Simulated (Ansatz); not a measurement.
## Phonon transport in PbSe (Clausthalite, Fm-3m)

Aim: the lattice thermal conductivity of PbSe (Clausthalite) against temperature, and which phonons carry it.

Experimental results on record:
- thermal conductivity 2 W/m/K near room temperature (given in “Combining the AFLOW GIBBS and Elastic Libraries to efficiently and robustly screen thermo-mechanical properties of solids”, 2017, arXiv:1611.05714)
- thermal conductivity 2 W/m/K near room temperature (given in “Predicting the lattice thermal conductivity of solids by solving the Boltzmann transport equation: AFLOW - AAPL an automated, accurate and efficient framework”, 2017, arXiv:1611.05481)

Program: Ansatz 0.2.0. Level of theory: DFT r2SCAN, scalar-relativistic, plane waves, PAW; PAW set soft_1. Results are calculated unless marked as measured.

This is a report of a sequence of runs, with most program output left out.

### Step 1. The structure

The structure is cubic, space group Fm-3m (No. 225). The conventional cell has a = 6.121 Å, b = 6.121 Å, c = 6.121 Å, α = 90.00°, β = 90.00°, γ = 90.00°. Nearest to Pb lie 6 Se at 3.06 Å. Nearest to Se lie 6 Pb at 3.06 Å. Farther neighbours and most contacts between anions are not listed.

### Step 2. Probe on a coarse mesh

A cheap single point shows whether the cell is a metal or an insulator and how far it is from rest; that sets the k-mesh and the occupations of what follows.

Contents of input.yaml:

```yaml
crystal:
  lattice:
    - [0.0, 3.06065, 3.06065]
    - [3.06065, 0.0, 3.06065]
    - [3.06065, 3.06065, 0.0]
  atoms:
    - { symbol: Pb, position: [0.0, 0.0, 0.0] }
    - { symbol: Se, position: [0.5, 0.5, 0.5] }
kpoints:
  mp_grid: { grid: [6, 6, 6] }
hamiltonian:
  xc: r2scan
  pseudopotentials: { kind: paw, azcp: { folder: soft_1 } }
scf:
  occupations: { method: gaussian, width: 0.1 }
  lower_state_search: "off"
output:
  forces: true
  stress: true
  eigenvalues: true
```

The run is started by

```
$ ansatz run input.yaml --threads 18 --pin off --max-ram 92160MiB --backend cuda --events-out ev --progress --plain --runs-dir out --max-vram 78GiB
```

Wall time 0.94 s (1 × NVIDIA GB200 with 18 threads of Arm Neoverse V2, shared host); peak memory 1.1 GiB.

Numbers from this step:

```
pressure          : 1.471 GPa
volume per atom   : 28.67 Å³/atom
gap on the k-mesh : 0.5816 eV
```

The start is under 1.5 GPa at this level and looks like an insulator or semiconductor on this mesh.

### Step 3. Finding the static equilibrium

The vibrations must be taken about the equilibrium of this functional, not about the starting cell, so the structure is relaxed.

input.yaml, the sections that differ from step 2:

```yaml
kpoints:
  mp_grid: { grid: [10, 10, 10] }
scf:
  occupations: { method: gaussian, width: 0.02 }
  lower_state_search: "off"
relax:
  adjacent_minimum: "off"
  f_tol: 0.005
  max_steps: 80
  cell: { stress_tol: 0.05 }
# crystal, hamiltonian, output: as in step 2
```

Run time: 3.6 s. Hardware: 1 × NVIDIA GB200 with 18 threads; peak memory 1.1 GiB; 7 s of CPU time.

The steps of the relaxation:

| step | energy less that of the first step (eV) | largest force component (eV/Å) | pressure (GPa) | volume (Å³) |
| --- | --- | --- | --- | --- |
| 1 | 0.0000 | 0.0000 | 1.50 | 57.34 |
| 2 | -0.0051 | 0.0000 | -0.74 | 59.82 |
| 3 | -0.0072 | 0.0000 | -0.04 | 58.98 |
| 4* | -0.0073 | 0.0000 | -0.03 | 58.98 |

Relaxation steps marked * repeat the geometry before them on a plane-wave basis chosen anew for their cell, so energy and pressure can jump there.

Forces are held to the 48 operations that the run works with; a distortion that breaks them can't arise in this run.

| conventional cell, symmetrised | before | after | change |
| --- | --- | --- | --- |
| a (Å) | 6.121 | 6.179 | +0.9 % |
| b (Å) | 6.121 | 6.179 | +0.9 % |
| c (Å) | 6.121 | 6.179 | +0.9 % |
| volume (Å³/atom) | 28.67 | 29.49 | +2.9 % |

Final coordinates:

```
Pb Se
1.0
     0.00000    3.08950    3.08950
     3.08950    0.00000    3.08950
     3.08950    3.08950    0.00000
Pb Se
1 1
Direct
  0.00000 0.00000 0.00000
  0.50000 0.50000 0.50000
```

Numbers from this step:

```
pressure          : -0.03405 GPa
gap on the k-mesh : 0.6747 eV
volume per atom   : 29.49 Å³/atom
```

The relaxation ends with a pressure of -0.03 GPa.

### Step 4. Relaxing to small residual forces and stress

The relaxation is repeated with tighter thresholds on force and stress, since phonons are sensitive to what is left; a change of mesh or smearing in the input moves the cell too.

input.yaml, the sections that differ from step 3:

```yaml
crystal:
  lattice:
    - [0.0, 3.089503256, 3.089503256]
    - [3.089503256, 0.0, 3.089503256]
    - [3.089503256, 3.089503256, 0.0]
  atoms:
    - { symbol: Pb, position: [0.0, 0.0, 0.0] }
    - { symbol: Se, position: [0.5, 0.5, 0.5] }
kpoints:
  mp_grid: { grid: [12, 12, 12] }
scf:
  occupations: { method: fixed }
  lower_state_search: "off"
relax:
  adjacent_minimum: "off"
  f_tol: 0.001
  max_steps: 60
  cell: { stress_tol: 0.01 }
# hamiltonian, output: as in step 3
```

Run time: 3 s. Hardware: 1 × NVIDIA GB200 with 18 threads; peak memory 1.1 GiB; 8.7 s of CPU time.

Little changed from the start: no atom moved by 0.005 Å and no cell edge by 0.1 %.

Numbers from this step:

```
pressure          : -1.61e-5 GPa
gap on the k-mesh : 0.6726 eV
volume per atom   : 29.47 Å³/atom
```

The residual pressure is -1.6e-5 GPa, small enough for phonons.

### Step 5. Third-order constants and the Boltzmann equation

The supercell must be wider than twice the pair cutoff, and the number of displaced cells grows with the pairs inside it, which is where the cost lies.

Contents of input.yaml:

```yaml
crystal:
  lattice:
    - [0.0, 3.0888481604, 3.0888481604]
    - [3.0888481604, 0.0, 3.0888481604]
    - [3.0888481604, 3.0888481604, 0.0]
  atoms:
    - { symbol: Pb, position: [0.0, 0.0, 0.0] }
    - { symbol: Se, position: [0.5, 0.5, 0.5] }
kpoints:
  mp_grid: { grid: [6, 6, 6] }
hamiltonian:
  xc: r2scan
  pseudopotentials: { kind: paw, azcp: { folder: soft_1 } }
scf:
  occupations: { method: fixed }
  lower_state_search: "off"
output:
  eigenvalues: true
phonons:
  method: fd
  dielectric: true
  qmesh: [6, 6, 6]
  temperatures: { t_max: 1000, t_step: 50 }
  qpath:
    path:
      - [[0.0, 0.0, 0.0], [0.5, 0.0, 0.5], [0.5, 0.25, 0.75], [0.375, 0.375, 0.75], [0.0, 0.0, 0.0], [0.5, 0.5, 0.5], [0.625, 0.25, 0.625], [0.5, 0.25, 0.75], [0.5, 0.5, 0.5], [0.375, 0.375, 0.75]]
      - [[0.625, 0.25, 0.625], [0.5, 0.0, 0.5]]
    npoints: 10
  third_order: { supercell: [3, 3, 3], pair_cutoff: 4.518 }
  lattice_thermal_conductivity:
    qmesh: [17, 17, 17]
    temperatures: [100.0, 150.0, 200.0, 300.0, 400.0, 500.0, 600.0, 800.0]
    isotope_mass_variance:
      - { species: Pb, variance: 1.944e-05 }
      - { species: Se, variance: 0.0004628 }
```

The job ended after 3.5 min (1 × NVIDIA GB200 with 18 threads; peak memory 2.9 GiB).

Numbers from this step:

- Γ frequencies: 0, 0, 0, 14.68, 14.68, 14.68 cm⁻¹ (negative: imaginary)
- lowest frequency on the path: 0 cm⁻¹
- zero-point energy: 0.02926 eV/cell
- point group: m-3m
- highest frequency: 152.3 cm⁻¹
- Debye temperature from the second moment: 160 K
- κ at 300 K (relaxation time): 1.09 W/m/K
- κ at 300 K (full solution): 1.272 W/m/K
- dipole term: run
- mean free path at half of κ: 1.79 nm
- share of κ above the three lowest branches: 0.505
- third-order blocks: 350
- periodic aliases dropped: 24
- largest relative sum-rule correction: 0.3182
- displaced cells, third order: 50

LO-TO term included. The phonon branches at the labelled points (cm⁻¹):

| point | branch 1 | branch 2 | branch 3 | branch 4 | branch 5 | branch 6 |
| --- | --- | --- | --- | --- | --- | --- |
| Γ | 0 | 0 | 0 | 15 | 15 | 142 |
| halfway | 29 | 29 | 60 | 60 | 73 | 129 |
| X | 32 | 32 | 44 | 61 | 61 | 72 |
| halfway | 38 | 45 | 52 | 69 | 75 | 108 |
| W | 44 | 44 | 66 | 74 | 74 | 125 |
| halfway | 42 | 45 | 66 | 76 | 84 | 124 |
| K | 42 | 45 | 66 | 76 | 99 | 120 |
| halfway | 34 | 42 | 66 | 78 | 112 | 145 |
| Γ | 0 | 0 | 0 | 15 | 15 | 142 |
| halfway | 36 | 36 | 64 | 103 | 103 | 152 |
| L | 50 | 50 | 100 | 121 | 121 | 144 |
| halfway | 48 | 48 | 86 | 108 | 115 | 135 |
| U | 42 | 45 | 66 | 76 | 99 | 120 |
| halfway | 42 | 45 | 66 | 76 | 84 | 124 |
| W | 44 | 44 | 66 | 74 | 74 | 125 |
| halfway | 47 | 48 | 82 | 105 | 110 | 133 |
| L | 50 | 50 | 100 | 121 | 121 | 144 |
| halfway | 48 | 48 | 86 | 108 | 115 | 135 |
| K | 42 | 45 | 66 | 76 | 99 | 120 |
| jump to U | 42 | 45 | 66 | 76 | 99 | 120 |
| halfway | 36 | 44 | 45 | 74 | 77 | 89 |
| X | 32 | 32 | 44 | 61 | 61 | 72 |

W/m/K. Kappa, by row:

| T (K) | RTA xx | RTA yy | RTA zz | full xx | full yy | full zz | coherence part xx | coherence part yy | coherence part zz | ending | iterations | least Ritz value |
| --- | --- | --- | --- | --- | --- | --- | --- | --- | --- | --- | --- | --- |
| 100 | 2.846 | 2.846 | 2.846 | 3.399 | 3.399 | 3.399 | 0.07329 | 0.07329 | 0.07329 | converged | 7 | 0.689 |
| 150 | 1.979 | 1.979 | 1.979 | 2.344 | 2.344 | 2.344 | 0.09728 | 0.09728 | 0.09728 | converged | 7 | 0.689 |
| 200 | 1.536 | 1.536 | 1.536 | 1.809 | 1.809 | 1.809 | 0.1143 | 0.1143 | 0.1143 | converged | 7 | 0.689 |
| 300 | 1.09 | 1.09 | 1.09 | 1.272 | 1.272 | 1.272 | 0.1364 | 0.1364 | 0.1364 | converged | 7 | 0.689 |
| 400 | 0.8663 | 0.8663 | 0.8663 | 1.003 | 1.003 | 1.003 | 0.1496 | 0.1496 | 0.1496 | converged | 7 | 0.689 |
| 500 | 0.732 | 0.732 | 0.732 | 0.8412 | 0.8412 | 0.8412 | 0.1579 | 0.1579 | 0.1579 | converged | 7 | 0.689 |
| 600 | 0.642 | 0.642 | 0.642 | 0.733 | 0.733 | 0.733 | 0.1632 | 0.1632 | 0.1632 | converged | 7 | 0.689 |
| 800 | 0.5282 | 0.5282 | 0.5282 | 0.5966 | 0.5966 | 0.5966 | 0.1689 | 0.1689 | 0.1689 | converged | 7 | 0.689 |

Lattice thermal conductivity against temperature:

| temperature (K) | RTA xx (W/m/K) | full xx (W/m/K) |
| --- | --- | --- |
| 100 | 2.85 | 3.40 |
| 150 | 1.98 | 2.34 |
| 200 | 1.54 | 1.81 |
| 300 | 1.09 | 1.27 |
| 400 | 0.866 | 1.00 |
| 500 | 0.732 | 0.841 |
| 600 | 0.642 | 0.733 |
| 800 | 0.528 | 0.597 |

The modes has structure finer than the step of the table below, so its rows give means over 5 cm⁻¹, whole bins alone (the curve runs from -10 to 167 cm⁻¹). Peaks (cm⁻¹: height): Pb 45.6: 0.154, 73.4: 0.0299; Se 74.5: 0.0468, 86.8: 0.0381, 100.1: 0.0372, 115.7: 0.0542, 130.1: 0.0331.

Phonopy on the run's constants, 15x15x15 mesh, Gaussian sigma 2.0 cm⁻¹. Modes against wavenumber; means over each step; values in 1/cm⁻¹/cell:

| wavenumber (cm⁻¹) | Pb | Se |
| --- | --- | --- |
| -5 | 1.4e-5 | 4.3e-6 |
| 0 | 9.8e-5 | 3.8e-5 |
| 5 | 1.1e-4 | 1.7e-5 |
| 10 | 0.00124 | 1.5e-4 |
| 15 | 0.00270 | 3.8e-4 |
| 20 | 0.00597 | 6.8e-4 |
| 25 | 0.0104 | 0.00106 |
| 30 | 0.0247 | 0.00217 |
| 35 | 0.0558 | 0.00316 |
| 40 | 0.0915 | 0.00384 |
| 45 | 0.140 | 0.00285 |
| 50 | 0.0655 | 0.00246 |
| 55 | 0.00909 | 0.00405 |
| 60 | 0.0132 | 0.00981 |
| 65 | 0.0212 | 0.0211 |
| 70 | 0.0280 | 0.0338 |
| 75 | 0.0276 | 0.0452 |
| 80 | 0.0273 | 0.0335 |
| 85 | 0.0225 | 0.0309 |
| 90 | 0.0163 | 0.0284 |
| 95 | 0.00996 | 0.0249 |
| 100 | 0.00620 | 0.0351 |
| 105 | 0.00299 | 0.0319 |
| 110 | 0.00310 | 0.0434 |
| 115 | 0.00211 | 0.0515 |
| 120 | 0.00102 | 0.0361 |
| 125 | 6.4e-4 | 0.0243 |
| 130 | 8.4e-4 | 0.0319 |
| 135 | 0.00108 | 0.0304 |
| 140 | 0.00193 | 0.0289 |
| 145 | 0.00335 | 0.0240 |
| 150 | 0.00294 | 0.0129 |
| 155 | 2.6e-4 | 0.00104 |
| 160 | 4.0e-7 | 3.5e-6 |

Distinct triplets, nearest first. Third order norms, by row:

| sites | side 1 (Å) | side 2 (Å) | side 3 (Å) | norm of the 27 components (eV/Å³) |
| --- | --- | --- | --- | --- |
| Pb-Pb-Pb | 0 | 0 | 0 | 0 |
| Se-Se-Se | 0 | 0 | 0 | 0 |
| Pb-Se-Se | 0 | 3.09 | 3.09 | 5.554 |
| Pb-Se-Pb | 0 | 3.09 | 3.09 | 5.905 |
| Pb-Se-Se | 3.09 | 3.09 | 4.37 | 0.437 |
| Pb-Se-Pb | 3.09 | 3.09 | 4.37 | 0.635 |
| Pb-Pb-Pb | 0 | 4.37 | 4.37 | 0.91 |
| Pb-Pb-Pb | 4.37 | 4.37 | 4.37 | 0.094 |
| Se-Se-Se | 0 | 4.37 | 4.37 | 0.57 |
| Se-Se-Se | 4.37 | 4.37 | 4.37 | 0.052 |

Born charge (rows field, columns displacement) (e), principal values of the symmetric part by kind of site:

| atom | atoms with these values | low | middle | high | mean |
| --- | --- | --- | --- | --- | --- |
| Pb1 | 1 | 4.83 | 4.83 | 4.83 | 4.83 |
| Se2 | 1 | -4.83 | -4.83 | -4.83 | -4.83 |

In full for Se2:

```
-4.83  0.00  0.00
 0.00 -4.83  0.00
 0.00  0.00 -4.83
```

RTA, 300 K. Kappa by branch, by row:

| branch (by rank) | mean frequency (THz) | mean rms speed (km/s) | median lifetime (ps) | share of kappa |
| --- | --- | --- | --- | --- |
| 1 | 1.17 | 0.68 | 2.32 | 0.173 |
| 2 | 1.28 | 0.61 | 1.63 | 0.126 |
| 3 | 2.14 | 1.37 | 0.766 | 0.195 |
| 4 | 2.57 | 2.16 | 0.503 | 0.244 |
| 5 | 3.04 | 1.88 | 0.397 | 0.186 |
| 6 | 3.95 | 1.32 | 0.314 | 0.074 |

Spectral kappa at 300 K against frequency; read off at these points; values in W/m/K/THz:

| frequency (THz) | relaxation time (W/m/K/THz) | full solution (W/m/K/THz) |
| --- | --- | --- |
| 0.05 | 0 | 0 |
| 0.25 | 0.0987 | 0.107 |
| 0.35 | 0.164 | 0.183 |
| 0.55 | 0.362 | 0.416 |
| 0.65 | 0.254 | 0.290 |
| 0.85 | 0.357 | 0.422 |
| 0.95 | 0.219 | 0.269 |
| 1.05 | 0.443 | 0.551 |
| 1.15 | 0.314 | 0.397 |
| 1.25 | 0.298 | 0.384 |
| 1.45 | 0.152 | 0.192 |
| 1.65 | 0.290 | 0.348 |
| 1.75 | 0.196 | 0.23 |
| 1.95 | 0.298 | 0.347 |
| 2.05 | 0.142 | 0.173 |
| 2.25 | 0.395 | 0.433 |
| 2.35 | 0.446 | 0.481 |
| 2.55 | 0.567 | 0.603 |
| 2.65 | 0.333 | 0.369 |
| 2.85 | 0.523 | 0.606 |
| 2.95 | 0.35 | 0.428 |
| 3.15 | 0.270 | 0.371 |
| 3.35 | 0.113 | 0.171 |
| 3.45 | 0.0545 | 0.0872 |
| 3.65 | 0.0358 | 0.0569 |
| 3.75 | 0.0434 | 0.0637 |
| 3.95 | 0.0342 | 0.0448 |
| 4.05 | 0.0319 | 0.0404 |
| 4.25 | 0.0316 | 0.0391 |
| 4.35 | 0.0205 | 0.0274 |
| 4.55 | 0.00104 | 0.00155 |

Relaxation-time solution. The share of κ carried by shorter paths by mean free path:

| mean free path (nm) | 100 K | 300 K | 800 K |
| --- | --- | --- | --- |
| 0.316 | 0 | 0.011 | 0.092 |
| 0.464 | 0.001 | 0.026 | 0.238 |
| 0.681 | 0.004 | 0.06 | 0.513 |
| 1 | 0.012 | 0.137 | 0.702 |
| 1.47 | 0.026 | 0.319 | 0.796 |
| 2.15 | 0.054 | 0.611 | 0.849 |
| 3.16 | 0.137 | 0.737 | 0.88 |
| 4.64 | 0.311 | 0.819 | 0.903 |
| 6.81 | 0.584 | 0.858 | 0.95 |
| 10 | 0.712 | 0.887 | 0.967 |
| 14.7 | 0.799 | 0.918 | 0.979 |
| 21.5 | 0.839 | 0.958 | 1 |
| 31.6 | 0.875 | 0.973 | 1 |
| 46.4 | 0.907 | 0.993 | 1 |
| 68.1 | 0.954 | 1 | 1 |
| 100 | 0.971 | 1 | 1 |
| 147 | 0.992 | 1 | 1 |
| 215 | 1 | 1 | 1 |

300 K; a sample spread over frequency. Mode lifetimes, by row, the first 40 of 90 rows:

| q1 | q2 | q3 | branch | frequency (THz) | rms speed (km/s) | three-phonon rate (1/ps) | isotope rate (1/ps) | lifetime (ps) | mean free path (nm) |
| --- | --- | --- | --- | --- | --- | --- | --- | --- | --- |
| 0 | 0.0588 | 0.0588 | 1 | 0.27 | 1.11 | 0.0238 | 6.31e-8 | 42.1 | 46.7 |
| 0 | 0.0588 | 0.1176 | 2 | 0.498 | 1.66 | 0.101 | 2.11e-6 | 9.93 | 16.5 |
| 0 | 0.1176 | -0.1176 | 1 | 0.679 | 1.08 | 0.0929 | 8.36e-6 | 10.8 | 11.6 |
| 0.0588 | 0.1765 | 0.2353 | 2 | 0.816 | 1.49 | 0.271 | 2.02e-5 | 3.69 | 5.49 |
| 0 | 0.0588 | 0.0588 | 5 | 0.892 | 3.03 | 2.52 | 6.83e-5 | 0.397 | 1.2 |
| 0 | 0.3529 | 0.3529 | 2 | 0.942 | 0.03 | 0.381 | 5.03e-5 | 2.63 | 0.0863 |
| 0 | 0.3529 | 0.4118 | 1 | 0.975 | 0.43 | 0.417 | 8.53e-5 | 2.4 | 1.03 |
| 0 | 0 | 0.1176 | 3 | 1.008 | 2.74 | 0.741 | 1.21e-4 | 1.35 | 3.7 |
| 0 | 0.1176 | -0.2353 | 1 | 1.029 | 1.11 | 0.293 | 1.24e-4 | 3.41 | 3.78 |
| 0.0588 | 0.3529 | 0.4706 | 1 | 1.069 | 0.58 | 0.394 | 1.47e-4 | 2.54 | 1.48 |
| 0 | 0.2353 | 0.3529 | 2 | 1.095 | 0.99 | 0.365 | 1.71e-4 | 2.74 | 2.72 |
| 0.1176 | 0.4706 | -0.4118 | 1 | 1.12 | 0.45 | 0.405 | 1.90e-4 | 2.47 | 1.11 |
| 0 | 0.3529 | -0.4706 | 1 | 1.154 | 0.66 | 0.431 | 2.23e-4 | 2.32 | 1.54 |
| 0.1765 | 0.3529 | -0.4706 | 1 | 1.184 | 0.49 | 0.415 | 2.51e-4 | 2.41 | 1.18 |
| 0 | 0 | 0.2941 | 2 | 1.2 | 1.08 | 0.639 | 2.69e-4 | 1.56 | 1.68 |
| 0 | 0.1765 | -0.2941 | 1 | 1.232 | 0.76 | 0.344 | 3.10e-4 | 2.9 | 2.2 |
| 0 | 0.2353 | 0.4118 | 2 | 1.245 | 0.9 | 0.495 | 3.23e-4 | 2.02 | 1.82 |
| 0 | 0.0588 | -0.1176 | 3 | 1.271 | 2.67 | 0.62 | 3.48e-4 | 1.61 | 4.3 |
| 0.0588 | 0.2353 | -0.1765 | 2 | 1.294 | 0.69 | 0.77 | 4.27e-4 | 1.3 | 0.892 |
| 0 | 0.1765 | -0.2353 | 2 | 1.315 | 0.65 | 0.785 | 5.21e-4 | 1.27 | 0.828 |
| 0 | 0.3529 | -0.4706 | 2 | 1.324 | 0.54 | 0.51 | 5.16e-4 | 1.96 | 1.05 |
| 0 | 0.1176 | 0.1176 | 3 | 1.336 | 1.6 | 2.59 | 3.28e-4 | 0.386 | 0.616 |
| 0 | 0 | 0.3529 | 1 | 1.344 | 0.82 | 0.688 | 7.22e-4 | 1.45 | 1.19 |
| 0.1176 | 0.4118 | -0.3529 | 2 | 1.358 | 0.15 | 0.613 | 8.07e-4 | 1.63 | 0.249 |
| 0.0588 | 0.3529 | -0.4118 | 2 | 1.372 | 0.22 | 0.515 | 7.51e-4 | 1.94 | 0.427 |
| 0.0588 | 0.1176 | 0.1765 | 3 | 1.378 | 2.79 | 0.695 | 6.76e-4 | 1.44 | 4.01 |
| 0.0588 | 0.2941 | -0.3529 | 2 | 1.393 | 0.47 | 0.657 | 7.68e-4 | 1.52 | 0.715 |
| 0 | 0.1765 | -0.2941 | 2 | 1.407 | 0.47 | 0.798 | 7.12e-4 | 1.25 | 0.594 |
| 0.0588 | 0.1765 | 0.4706 | 2 | 1.419 | 0.5 | 0.725 | 7.13e-4 | 1.38 | 0.693 |
| 0.0588 | 0.2353 | -0.2941 | 2 | 1.437 | 0.27 | 0.756 | 5.30e-4 | 1.32 | 0.358 |
| 0 | 0.1765 | -0.4706 | 2 | 1.452 | 0.2 | 0.667 | 4.48e-4 | 1.5 | 0.304 |
| 0.0588 | 0.1765 | -0.3529 | 2 | 1.474 | 0.19 | 0.77 | 3.92e-4 | 1.3 | 0.25 |
| 0.0588 | 0.1176 | 0.1765 | 4 | 1.521 | 1.98 | 2.09 | 2.45e-4 | 0.478 | 0.946 |
| 0.0588 | 0.1176 | 0.2353 | 3 | 1.668 | 2.15 | 0.864 | 1.99e-4 | 1.16 | 2.49 |
| 0 | 0.1176 | -0.1176 | 4 | 1.762 | 1.24 | 2.19 | 8.63e-4 | 0.457 | 0.566 |
| 0 | 0 | 0.2353 | 3 | 1.832 | 2.39 | 0.826 | 3.78e-4 | 1.21 | 2.89 |
| 0.0588 | 0.1765 | -0.1176 | 3 | 1.884 | 0.82 | 2.31 | 0.00221 | 0.433 | 0.355 |
| 0.0588 | 0.1765 | 0.2941 | 3 | 1.926 | 1.26 | 1.58 | 0.00204 | 0.633 | 0.796 |
| 0.1765 | 0.4706 | -0.2941 | 3 | 1.954 | 0.86 | 0.992 | 3.63e-4 | 1.01 | 0.869 |
| 0 | 0.0588 | -0.2353 | 3 | 2.002 | 2.2 | 0.938 | 0.00113 | 1.06 | 2.34 |

Without the LO-TO term. Gamma linewidths, by row:

| branch | frequency (cm⁻¹) | three-phonon rate (1/ps) | isotope rate (1/ps) | FWHM (cm⁻¹) |
| --- | --- | --- | --- | --- |
| 4 | 14.7 | 0.651 | 2.05e-6 | 3.46 |
| 5 | 14.7 | 0.651 | 2.05e-6 | 3.46 |
| 6 | 14.7 | 0.651 | 2.05e-6 | 3.46 |

W/m/K, third of the trace; RTA populations with a boundary rate v/L added to each mode (Matthiessen's rule). Kappa by grain size, by row:

| T (K) | bulk | 10 nm | 30 nm | 100 nm | 300 nm | 1000 nm | 10000 nm | 100000 nm |
| --- | --- | --- | --- | --- | --- | --- | --- | --- |
| 100 | 2.773 | 1.569 | 2.106 | 2.478 | 2.652 | 2.732 | 2.769 | 2.773 |
| 300 | 0.9534 | 0.742 | 0.8545 | 0.9164 | 0.9398 | 0.9492 | 0.953 | 0.9534 |
| 600 | 0.4787 | 0.4126 | 0.4503 | 0.4689 | 0.4753 | 0.4777 | 0.4786 | 0.4787 |

W/m/K, third of the trace; RTA populations with the isotope rates scaled. Kappa by mass disorder, by row:

| T (K) | no isotopes | as typed | variance x 3 | variance x 10 | variance x 30 |
| --- | --- | --- | --- | --- | --- |
| 100 | 2.796 | 2.773 | 2.729 | 2.594 | 2.321 |
| 300 | 0.9563 | 0.9534 | 0.9478 | 0.9292 | 0.8831 |
| 600 | 0.4795 | 0.4787 | 0.4773 | 0.4724 | 0.4595 |

At 300 K the relaxation-time value is 1.09 W/(m K).

### Step 6. Summary of results

```yaml
highest_frequency: 152.3 cm⁻¹
debye_temperature_from_the_second_moment: 160 K
kappa_at_300_k_relaxation_time: 1.09 W/m/K
kappa_at_300_k_full_solution: 1.272 W/m/K
mean_free_path_at_half_of_kappa: 1.79 nm
share_of_kappa_above_the_three_lowest_branches: 0.505
```

In words: The lattice of PbSe (Clausthalite) conducts 1.27 W/(m K) at 300 K by r2SCAN (mean over directions, full solution). The full solution lies +17 % from the relaxation-time value at 300 K, a sign that momentum-conserving scattering matters. Above 300 K the relaxation-time κ falls as T^-0.74; the coherence part, which does not fall like the populations, is one cause of the flatter curve. Grains of 100 nm would keep 96 % of the bulk value at 300 K, and grains of 1 µm 100 %. Removing the natural isotope disorder raises κ at 300 K by 0 %. A measured thermal conductivity near room temperature is 2 W/m/K (arXiv:1611.05714); the calculated 1.27 W/m/K differs by -36 %. The relaxed cell is 3 % larger in volume than the database cell, which softens most phonons and usually lowers κ; no run here tested that. Missing scattering can't explain a value that is too low; the supercell, the cutoff, the meshes, the functional and the use of 0 K frequencies can. In rock-salt chalcogenides of this kind long-range couplings along ⟨100⟩ reach the fourth neighbour, beyond this cutoff, and they lower κ. The sum rules changed one orbit of cubic constants by up to 32 %; by the manual a large change points to a short cutoff or, on a small and distant orbit, to noisy forces. The conductivities include the coherence part between close branches; the shares for grains, isotopes, branches and paths are of the relaxation-time populations alone. Cubic couplings among atoms farther apart than the pair cutoff are dropped, and neither the cutoff nor the q-mesh was shown to be converged here. The PAW files were made for PBE and are used here under another functional, for which the program regenerates the frozen cores.

[Logs are printed without paths, hosts, clocks, repeated set-up lines and the standing remarks that a program may print on its own settings, such as how far it seeks lower states.]

[Hosts, paths, dates, database ids (printed as entryN), source tags and the programs' standing remarks are cut or masked in the printed files.]

[A step with changed settings may run another functional than the one named; its input shows which.]
